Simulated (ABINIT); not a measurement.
# BaH2 (P6_3/mmc): G0W0 with ABINIT, start to end, part 3 of 3

How does a plane-wave GW calculation on BaH2 (P6_3/mmc) run from the first input to the gap?

ABINIT 10.8.3; PBEsol and many-body steps on it, plane waves. Known limits of the many-body steps: not at the basis limit; no spin-orbit coupling; coarse k mesh.

So far. Step 3 (Bands along the symmetry lines): The gap is 1.473 eV, as in the run before at this level. Step 4 (Empty states on the mesh, 3×3×2 mesh, 145 bands): On this mesh the gap is 1.473 eV.

**5. Screening, 3×3×2 mesh, 133 bands, screening to 108.8 eV**

The RPA dielectric matrix is built and inverted for each q.

This step: RPA screening on PBEsol, plane waves, norm-conserving pseudopotentials.

Contents of run.abi:

```
acell 3*1.0 Angstrom
rprim 
  4.462025052349 0.000000000014 0.000000000000
  -2.231012526186 3.864227047650 0.000000000000
  0.000000000000 0.000000000000 6.055292590000
ntypat 2
znucl 56 1
natom 6
typat 1 1 2 2 2 2
xred 
  0.666666666667 0.333333333333 0.750000000000
  0.333333333333 0.666666666667 0.250000000000
  0.333333333333 0.666666666667 0.750000000000
  0.666666666667 0.333333333333 0.250000000000
  0.000000000000 0.000000000000 0.500000000000
  0.000000000000 0.000000000000 0.000000000000
pp_dirpath "pseudos"
pseudos "Ba.upf, H.upf"
ecut 32
ngkpt 3 3 2
nshiftk 1
shiftk 0 0 0
kptopt 1
chksymbreak 0
istwfk *1
occopt 1
irdwfk 1
optdriver 3
nband 133
ecuteps 4
inclvkb 2
awtr 1
symchi 1
indata_prefix "in"
outdata_prefix "out"
tmpdata_prefix "tmp"
```

Run with:

```console
> OMP_NUM_THREADS=1 mpirun -n 4 abinit run.abi > log
```

Numbers of over 12 decimals in the logs are rounded to 6 here.

Output:

```text
.Version 10.8.3 of ABINIT. v10.8.2 released Aug 2026.

 Symmetries : space group P6_3/m m c (#194); Bravais hP (primitive hexag.)
[... echo of the input left out ...]
== DATASET  1 ==================================================================
-   mpi_nproc: 4, omp_nthreads: 1 (-1 if OMP is not activated)

--- !DatasetInfo
iteration_state: {dtset: 1, }
dimensions: {natom: 6, nkpt: 6, mband: 133, nsppol: 1, nspinor: 1, nspden: 1, mpw: 6126, }
cutoff_energies: {ecut:  32.0, pawecutdg:  -1.0, }
electrons: {nelect:   2.40000000E+01, charge:   0.00000000E+00, occopt:   1.00000000E+00, tsmear:   1.00000000E-02, }

 SCREENING: Calculation of the susceptibility and dielectric matrices

 Based on a program developped by R.W. Godby, V. Olevano, G. Onida, and L. Reining.
 Incorporated in ABINIT by V. Olevano, G.-M. Rignanese, and M. Torrent.
.Using double precision arithmetic ; gwpc =  8

[... cell and pseudopotentials left out ...]
--------------------------------------------------------------------------------

 ==== K-mesh for the wavefunctions ====
 Number of points in the irreducible wedge :     6
[... list of points left out ...]
 Together with 24 symmetry operations and time-reversal symmetry
 yields    18 points in the full Brillouin Zone.

 ==== Q-mesh for the screening function ====
 Number of points in the irreducible wedge :     6
[... list of points left out ...]
 Together with 24 symmetry operations and time-reversal symmetry
 yields    18 points in the full Brillouin Zone.

 setmesh: FFT mesh size selected  =    25x   25x   40
          total number of points  =        25000

 vcoul_init : cutoff-mode = AUXILIARY_FUNCTION
 q-points for optical limit:   1
     1)      0.000010    0.000020    0.000030

- screening: taking advantage of time-reversal symmetry
- Maximum band index for partially occupied states nbvw = 12
- Remaining bands to be divided among processors   nbcw = 121
- Number of bands treated by each node ~30

 Number of electrons calculated from density =   24.0000; Expected =   24.0000
 average of density, n =  0.034063
 r_s =    1.9137
 omega_plasma =   17.8032 [eV]

 calculating chi0 at frequencies [eV] :
  1    0.000000E+00    0.000000E+00
  2    0.000000E+00    1.780320E+01

--------------------------------------------------------------------------------
  q-point number  1        q = ( 0.000000, 0.000000, 0.000000) [r.l.u.]
--------------------------------------------------------------------------------
[... chi0 elements left out ...]
 For q-point:  0.000010 0.000020 0.000030
  dielectric constant =   5.8413
  dielectric constant without local fields =   6.5037

  Average fulfillment of the sum rule on Im[epsilon] for q-point    1 :     89.53  [%]
[... wings left out ...]
  q-point number  2        q = ( 0.333333, 0.000000, 0.000000) [r.l.u.]
--------------------------------------------------------------------------------
[... chi0 elements left out ...]
  Average fulfillment of the sum rule on Im[epsilon] for q-point    2 :     94.97  [%]

 [... 4 further q-points ...]
```

Run time: 23 s. Hardware: 4 MPI ranks of Intel Xeon Platinum 8488C (Sapphire Rapids), shared host; peak memory 1 GiB.

This step gave:

```
ε∞ with local fields, on this mesh, along the program's q direction : 5.841
the same without local fields                                       : 6.504
plasma frequency                                                    : 17.80 eV
plane waves in the screening matrix                                 : 287
```

Local fields lower ε∞ by 10 %. On a Γ-centred mesh this coarse the value itself is usually too large, while a short band sum pulls it down.

**6. Self-energy, 3×3×2 mesh, 133 bands, screening to 108.8 eV**

The self-energy is evaluated for the states that the input lists, and the levels follow from it, in one-shot runs by the linearised quasiparticle equation.

This step: G0W0 on PBEsol, plane waves, norm-conserving pseudopotentials.

Changes to run.abi since step 5:

```diff
@@ -27,8 +27,17 @@
 irdwfk 1
-optdriver 3
+optdriver 4
 nband 133
+gwcalctyp 0
+ecutsigx 32
+symsigma 1
+nkptgw 2
+kptgw 
+  0.0000000000 0.0000000000 0.0000000000
+  0.3333333333 0.3333333333 0.5000000000
+bdgw 
+  11 14
+  11 14
 ecuteps 4
-inclvkb 2
-awtr 1
-symchi 1
+irdscr 1
+ppmodel 1
 indata_prefix "in"
```

Output:

```text
.Version 10.8.3 of ABINIT. v10.8.2 released Aug 2026.

 Symmetries : space group P6_3/m m c (#194); Bravais hP (primitive hexag.)
[... echo of the input left out ...]
== DATASET  1 ==================================================================
-   mpi_nproc: 4, omp_nthreads: 1 (-1 if OMP is not activated)

--- !DatasetInfo
iteration_state: {dtset: 1, }
dimensions: {natom: 6, nkpt: 6, mband: 133, nsppol: 1, nspinor: 1, nspden: 1, mpw: 6126, }
cutoff_energies: {ecut:  32.0, pawecutdg:  -1.0, }
electrons: {nelect:   2.40000000E+01, charge:   0.00000000E+00, occopt:   1.00000000E+00, tsmear:   1.00000000E-02, }

 SIGMA: Calculation of the GW corrections

 Based on a program developped by R.W. Godby, V. Olevano, G. Onida, and L. Reining.
 Incorporated in ABINIT by V. Olevano, G.-M. Rignanese, and M. Torrent.
.Using double precision arithmetic ; gwpc =  8

[... cell and pseudopotentials left out ...]
--------------------------------------------------------------------------------

 ==== K-mesh for the wavefunctions ====
 Number of points in the irreducible wedge :     6
[... list of points left out ...]
 Together with 24 symmetry operations and time-reversal symmetry
 yields    18 points in the full Brillouin Zone.

 ==== Q-mesh for screening function ====
 Number of points in the irreducible wedge :     6
[... list of points left out ...]
 Together with 24 symmetry operations and time-reversal symmetry
 yields    18 points in the full Brillouin Zone.

 vcoul_init : cutoff-mode = AUXILIARY_FUNCTION
 q-points for optical limit:   1
     1)      0.000010    0.000020    0.000030
 setmesh: FFT mesh size selected  =    40x   40x   60
          total number of points  =        96000

 Number of electrons calculated from density =   24.0000; Expected =   24.0000
 average of density, n =  0.034063
 r_s =    1.9137
 omega_plasma =   17.8032 [eV]

 === KS Band Gaps ===
  >>>> For spin  1
   Minimum direct gap =   2.7256 [eV], located at k-point      :   0.0000  0.0000  0.0000
   Fundamental gap    =   1.4734 [eV], Top of valence bands at :   0.0000  0.0000  0.0000
                                       Bottom of conduction at :   0.3333  0.3333  0.5000
 SIGMA fundamental parameters:
 PLASMON POLE MODEL  1
 number of plane-waves for SigmaX                 6089
 number of plane-waves for SigmaC and W            287
 number of plane-waves for wavefunctions          6089
 number of bands                                   133
 number of independent spin polarizations            1
 number of spinorial components                      1
 number of k-points in IBZ                           6
 number of q-points in IBZ                           6
 number of symmetry operations                      24
 number of k-points in BZ                           18
 number of q-points in BZ                           18
 number of frequencies for dSigma/dE                 9
 frequency step for dSigma/dE [eV]                0.25
 number of omega for Sigma on real axis              0
 max omega for Sigma on real axis  [eV]           0.00
 zcut for avoiding poles [eV]                     0.10

 EPSILON^-1 parameters (SCR file):
 dimension of the eps^-1 matrix on file            287
 dimension of the eps^-1 matrix used               287
 number of plane-waves for wavefunctions          6089
 number of bands                                   133
 number of q-points in IBZ                           6
 number of frequencies                               2
 number of real frequencies                          1
 number of imag frequencies                          1

 matrix elements of self-energy operator (all in [eV])

 Perturbative Calculation

--- !SelfEnergy_ee
iteration_state: {dtset: 1, }
kpoint     : [   0.000,    0.000,    0.000, ]
spin       : 1
KS_gap     :    2.726
QP_gap     :    4.304
Delta_QP_KS:    1.578
data: !SigmaeeData |
     Band     E0 <VxcDFT>   SigX SigC(E0)      Z dSigC/dE  Sig(E)    E-E0       E
       11   3.623 -10.601 -13.543   1.826   0.773  -0.294 -11.463  -0.862   2.761
       12   4.131 -10.778 -13.538   1.659   0.776  -0.289 -11.632  -0.854   3.277
       13   6.857  -9.229  -4.726  -3.613   0.814  -0.229  -8.505   0.724   7.581
       14   6.857  -9.229  -4.726  -3.613   0.814  -0.229  -8.505   0.724   7.581

--- !SelfEnergy_ee
iteration_state: {dtset: 1, }
kpoint     : [   0.333,    0.333,    0.500, ]
spin       : 1
KS_gap     :    3.017
QP_gap     :    4.610
Delta_QP_KS:    1.593
data: !SigmaeeData |
     Band     E0 <VxcDFT>   SigX SigC(E0)      Z dSigC/dE  Sig(E)    E-E0       E
       11   2.587 -11.072 -14.405   2.132   0.775  -0.290 -12.003  -0.931   1.656
       12   2.587 -11.072 -14.405   2.132   0.775  -0.290 -12.003  -0.931   1.656
       13   5.605  -8.695  -4.279  -3.603   0.814  -0.228  -8.033   0.662   6.266
       14   5.605  -8.695  -4.279  -3.603   0.814  -0.228  -8.033   0.662   6.266

== END DATASET(S) ==============================================================
================================================================================

 -outvars: echo values of variables after computation  --------
           etotal      0.0000000000E+00
            nband         133
             nkpt           6
          spgroup         194
 [... the other variables as echoed above ...]

 Calculation completed.
```

The job ended after 9.9 s (4 MPI ranks; peak memory 0.88 GiB; 38 s of CPU time).

Numbers from this step:

| Property | Result |
| --- | --- |
| G0W0 gap on the points computed | 2.989 eV |
| starting gap on the mesh | 1.473 eV |
| k of the valence top | 0, 0, 0 |
| k of the conduction bottom | 0.3333, 0.3333, 0.5 |
| Z at the valence top | 0.776 |
| Z at the conduction bottom | 0.814 |
| least direct G0W0 gap on the computed points | 4.304 eV |

The gap on the mesh goes from 1.47 eV to 2.99 eV, a correction of +1.52 eV.

Limits: finite bands, cutoff and mesh; no spin-orbit coupling; coarse k mesh. v1 is the top filled band, c1 the lowest empty one. Levels before and after the correction, in eV, zero at the valence-band top of each column:

|  | conduction bottom | valence top |
| --- | --- | --- |
| Kohn-Sham | 1.47 | 0.00 |
| G0W0 | 2.99 | 0.00 |

|  | level | energy (eV) |
| --- | --- | --- |
| Kohn-Sham | Γ v2 | -0.508 |
| Kohn-Sham | Γ v1 | 0.000 |
| Kohn-Sham | Γ c1-c2 | 2.725 |
| Kohn-Sham | (0.333 0.333 0.5) v2-v1 | -1.544 |
| Kohn-Sham | (0.333 0.333 0.5) c1-c2 | 1.473 |
| G0W0 | Γ v2 | -0.516 |
| G0W0 | Γ v1 | 0.000 |
| G0W0 | Γ c1-c2 | 4.304 |
| G0W0 | (0.333 0.333 0.5) v2-v1 | -1.621 |
| G0W0 | (0.333 0.333 0.5) c1-c2 | 2.989 |

**7. Where the time went**

Times are wall times on 4 MPI ranks of Intel Xeon Platinum 8488C (Sapphire Rapids), shared host, good to a factor of about two.

| step | time | share | memory (GiB) |
| --- | --- | --- | --- |
| ground state | 20 s | 14 % | 0.41 |
| bands along the symmetry lines | 33 s | 23 % | 0.45 |
| empty states on the mesh | 59 s | 41 % | 0.42 |
| screening | 23 s | 16 % | 1.0 |
| self-energy | 9.9 s | 7 % | 0.88 |

**8. Outcome**

```json
{
 "PBEsol gap": "1.47 eV, indirect",
 "G0W0 gap on the mesh": "2.99 eV",
 "GW settings": "3×3×2 mesh, 133 bands, screening to 108.8 eV, Godby-Needs plasmon pole",
 "known limits": "not at the basis limit; no spin-orbit coupling; coarse k mesh"
}
```

**Reading.** G0W0 moves the gap on the mesh from 1.47 eV to 2.99 eV (+1.52 eV), with Z of 0.78 and 0.81 at the edges. Local fields lower the RPA ε∞ on this mesh from 6.50 to 5.84; a Γ-centred mesh this coarse tends to raise both, most where the direct gap is narrow, while a short band sum lowers them. Only 2 of the mesh's irreducible points were corrected, so a valley elsewhere could overtake. The dearest step here is «empty states on the mesh». Bands and cutoff are finite, so the gap is not at the basis limit. The miss can reach some tenths of an eV and take either sign; the mesh is an error of its own. In the G0W0 run levels were corrected at 2 k points alone, so a gap called «on the mesh» is the least over those, and an edge elsewhere would be missed. The 3×3×2 mesh is coarse for this cell, which bears on the long-range parts of exchange and screening. The many-body steps are scalar-relativistic: spin-orbit coupling is not in them.

[Paths, hosts, dates, memory and timing lines, banners, echoed tables and standing remarks are left out of the program output.]

[Logs are printed without paths, hosts, clocks, repeated set-up lines and the standing remarks that a program may print on its own settings, such as how far it seeks lower states.]

[Runs of the session that timed out or met a known fault of the program may be left out.]

[Hosts, paths, dates, database ids (printed as entryN), source tags and the programs' standing remarks are cut or masked in the printed files.]

[G0W0 gaps are taken among the corrected bands and points alone; a level outside them can change the order at an edge.]

[Where Ansatz stands beside ABINIT at settings called matched, ABINIT's density can come from a denser mesh and the files from another edition; pairs whose starting gaps differed by over 0.03 eV were left out, so agreement reads better than it is.]
